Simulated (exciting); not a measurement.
BaTiO3 (Barioperovskite), space group Amm2, Ti L₂,₃ edge of atom 2, with 2 O at 1.93 Å, 2 O at 2.00 Å and 2 O at 2.09 Å (distorted octahedral, site symmetry mm2); the tensor is averaged over the atoms equivalent by symmetry. Method: exciting, all-electron LAPW+lo, LDA, spinor conduction states, exchange and screened direct term (singlet BSE), 2×2×2 shifted k points, 16 conduction spinor bands, |G+q| up to 4.5 bohr⁻¹ (4.9 in the exchange term), full RPA screening with nempty = 65, Lorentzian half width 0.25 eV.

```xyz
5
Lattice="3.9855 0.0000 0.0000 0.0000 2.8369 2.8451 0.0000 -2.8369 2.8451" Properties=species:S:1:pos:R:3 pbc="T T T"
Ba    0.0000    0.0000    0.0000
Ti    1.9928    0.0000    2.9157
O     1.9928    1.3804    4.2594
O     1.9928   -1.3804    4.2594
O     0.0000    0.0000    2.7735
```

Energy from the Kohn–Sham onset, core level to the lowest empty state found on the meshes used; scaled to the maximum of the polarisation mean:

```csv
E (eV),curve 1,curve 2,curve 3
-4.50,0.01,0.01,0.01
-4.25,0.02,0.02,0.02
-4.00,0.02,0.02,0.02
-3.75,0.03,0.03,0.03
-3.50,0.04,0.04,0.04
-3.25,0.06,0.06,0.06
-3.00,0.10,0.11,0.10
-2.75,0.18,0.20,0.19
-2.50,0.36,0.40,0.37
-2.25,0.57,0.55,0.47
-2.00,0.29,0.26,0.23
-1.75,0.15,0.15,0.15
-1.50,0.13,0.13,0.15
-1.25,0.17,0.17,0.22
-1.00,0.23,0.24,0.41
-0.75,0.32,0.33,0.78
-0.50,0.63,0.65,1.19
-0.25,1.15,1.14,0.69
0.00,0.79,0.76,0.40
0.25,0.40,0.40,0.23
0.50,0.25,0.25,0.16
0.75,0.14,0.14,0.11
1.00,0.09,0.09,0.07
1.25,0.07,0.07,0.06
1.50,0.06,0.06,0.05
1.75,0.05,0.05,0.05
2.00,0.06,0.06,0.05
2.25,0.07,0.07,0.07
2.50,0.09,0.09,0.09
2.75,0.14,0.15,0.14
3.00,0.28,0.30,0.28
3.25,0.63,0.68,0.60
3.50,0.68,0.63,0.62
3.75,0.31,0.29,0.31
4.00,0.18,0.17,0.20
4.25,0.16,0.16,0.21
4.50,0.23,0.23,0.33
4.75,0.30,0.31,0.73
5.00,0.50,0.51,1.05
5.25,0.98,0.98,0.63
5.50,0.73,0.70,0.32
5.75,0.36,0.36,0.23
```

Question: The curves are the diagonal elements of Im ε for ε ∥ a, ∥ b and ∥ c. Which is which?

Curve 1: ε ∥ c, maxima -0.3 eV (1.15), 3.4 eV (0.77) and 5.3 eV (1.03); 1 lower ones aren't listed. Curve 2: ε ∥ b, maxima -0.3 eV (1.15), 3.3 eV (0.77) and 5.3 eV (1.00); 1 lower ones aren't listed. Curve 3: ε ∥ a, maxima -0.5 eV (1.20), 3.4 eV (0.68) and 5.0 eV (1.06); 1 lower ones aren't listed.

[Banner, clock and machine lines of the logs are left out without a mark of their own.]

[Logs are printed without paths, hosts, clocks, repeated set-up lines and the standing remarks that a program may print on its own settings, such as how far it seeks lower states.]

[Hosts, paths, dates, database ids (printed as entryN), source tags and the programs' standing remarks are cut or masked in the printed files.]
